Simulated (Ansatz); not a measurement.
Computed results, one entry a study.

Sr2MoO4 (I4/mmm): Hubbard U and Hund's J by constrained RPA. Symmetry: I4/mmm, No. 139, tetragonal system. The conventional cell has a = 3.917 Å, b = 3.917 Å, c = 12.859 Å, α = 90.00°, β = 90.00°, γ = 90.00°. Nearest to Sr lie 9 O at 2.45 to 2.78 Å. Nearest to Mo lie 6 O at 1.96 to 2.09 Å. Nearest to O lie 2 Mo at 1.96 Å and 4 Sr at 2.73 Å. Nearest to O lie 1 Mo at 2.09 Å and 5 Sr at 2.45 to 2.78 Å. Farther neighbours and most contacts between anions are not listed. The calculation used DFT, LDA, plane waves, PAW (and 1 further level or step) in Ansatz 0.2.0, with cutoff 420 eV, 12×12×12 k-mesh, smearing width 0.08 eV, default PAW, coordination {"Mo": "octahedral"}, magnetic state non-magnetic by constraint in one of its runs. The Mo t2g is U 2.75 eV, U′ 2.19 eV, J 0.26 eV, bare V 11.0 eV. The method is constrained RPA on non-magnetic LDA, 6×6×6 mesh, static; search for lower states off. It took 2 runs, 9.9 min in all on 8 threads of Arm Neoverse V2, shared host (the runs of this entry). For Mo t2g, screening cuts the on-site interaction from 10.98 eV to 2.75 eV (25 %), while J goes only from 0.37 eV to 0.26 eV: the monopole is screened far more than the multipoles. U − 2J differs from U′ by +0.03 eV, so the Kanamori relation holds well. This run has no spin polarisation, although Mo can carry a moment.  Limits: no spin-orbit coupling. The bands cross the Fermi level under this constraint, which need not be the crystal's state: magnetic order, correlation or a lattice distortion may open a gap.

```xyz
7
Lattice="1.9585 -1.9585 6.4295 -1.9585 1.9585 6.4295 -1.9585 -1.9585 -6.4295" Properties=species:S:1:pos:R:3 pbc="T T T"
Sr    0.0000    0.0000    4.5321
Sr    0.0000    0.0000    8.3269
Mo    0.0000    0.0000    0.0000
O    -1.9585    0.0000    0.0000
O     0.0000   -1.9585    0.0000
O     0.0000    0.0000    2.0864
O     0.0000    0.0000   10.7726
```

[Paths, hosts, dates, memory and timing lines, banners, echoed tables and standing remarks are left out of the program output.]

[Logs are printed without paths, hosts, clocks, repeated set-up lines and the standing remarks that a program may print on its own settings, such as how far it seeks lower states.]

[Runs of the session that timed out or met a known fault of the program may be left out.]

[Hosts, paths, dates, database ids (printed as entryN), source tags and the programs' standing remarks are cut or masked in the printed files.]
